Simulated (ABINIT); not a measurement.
```
SrTiO3 (Tausonite): a self-consistent loop beyond G0W0, cycle by cycle
1.0
     3.90528    0.00000    0.00000
     0.00000    3.90528    0.00000
     0.00000    0.00000    3.90528
Sr Ti O
1 1 3
Direct
  0.50000 0.50000 0.50000
  0.00000 0.00000 0.00000
  0.50000 0.00000 0.00000
  0.00000 0.50000 0.00000
  0.00000 0.00000 0.50000
# method: RPA screening on PBE from quasiparticle energies, plane waves, norm-conserving pseudopotentials (and 5 further levels or steps)
# program: ABINIT 10.8.3
# settings: cutoff 38 Ha, PseudoDojo scalar-relativistic 0.4.1 standard, norm-conserving, ngkpt (4, 4, 4), nband 176, ecuteps 6 Ha, gwcalctyp 10, inclvkb 2, shiftk (0, 0, 0), symchi 1, awtr 1, frequency ppm, cycle 1, q points all but q = 0, 4×4×4 k-mesh
# cost: 10 runs, 50 min in all on 8 MPI ranks of Intel Xeon Platinum 8375C at 2.90GHz (Ice Lake), shared host
# notes: The program’s warnings: nkpt*nsppol () is not a multiple of nproc spkpt (). The cell and positions come from the Crystallography Open Database and are kept as given unless a step says otherwise. Limits: no spin-orbit coupling. The first cycle of evGW0 takes the full correction, without the factor Z, so it overshoots the one-shot value. The 4×4×4 mesh is coarse for this cell, which bears on the long-range parts of exchange and screening.
# G0W0: 3.471 eV
# evGW0, cycle 1: 3.911 eV
# evGW0, cycle 2: 3.837 eV
# evGW0, cycle 3: 3.823 eV
# evGW0, cycle 4: 3.828 eV
# evGW, cycle 1: 4.430 eV
# known limits: short of the basis limit; no spin-orbit coupling; coarse k mesh
```

[Long decimals in the printed logs are rounded to 6 places.]

[Logs are printed without paths, hosts, clocks, repeated set-up lines and the standing remarks that a program may print on its own settings, such as how far it seeks lower states.]

[Paths, hosts, dates, memory and timing lines, banners, echoed tables and standing remarks are left out of the program output; an Ansatz launch command may be rebuilt from the run's recorded settings. Measured values are a selection of at most five: reports struck by readers or far from the other reports are left out. None is set beside runs whose start may be inverted or whose files or cutoffs have a known fault.]

[Runs of the session that timed out or met a known fault of the program may be left out.]

[Hosts, paths, dates, database ids (printed as entryN), source tags and the programs' standing remarks are cut or masked in the printed files.]

[G0W0 gaps are taken among the corrected bands and points alone; a level outside them can change the order at an edge.]

[Where Ansatz stands beside ABINIT at settings called matched, ABINIT's density can come from a denser mesh and the files from another edition; pairs whose starting gaps differed by over 0.03 eV were left out, so agreement reads better than it is.]
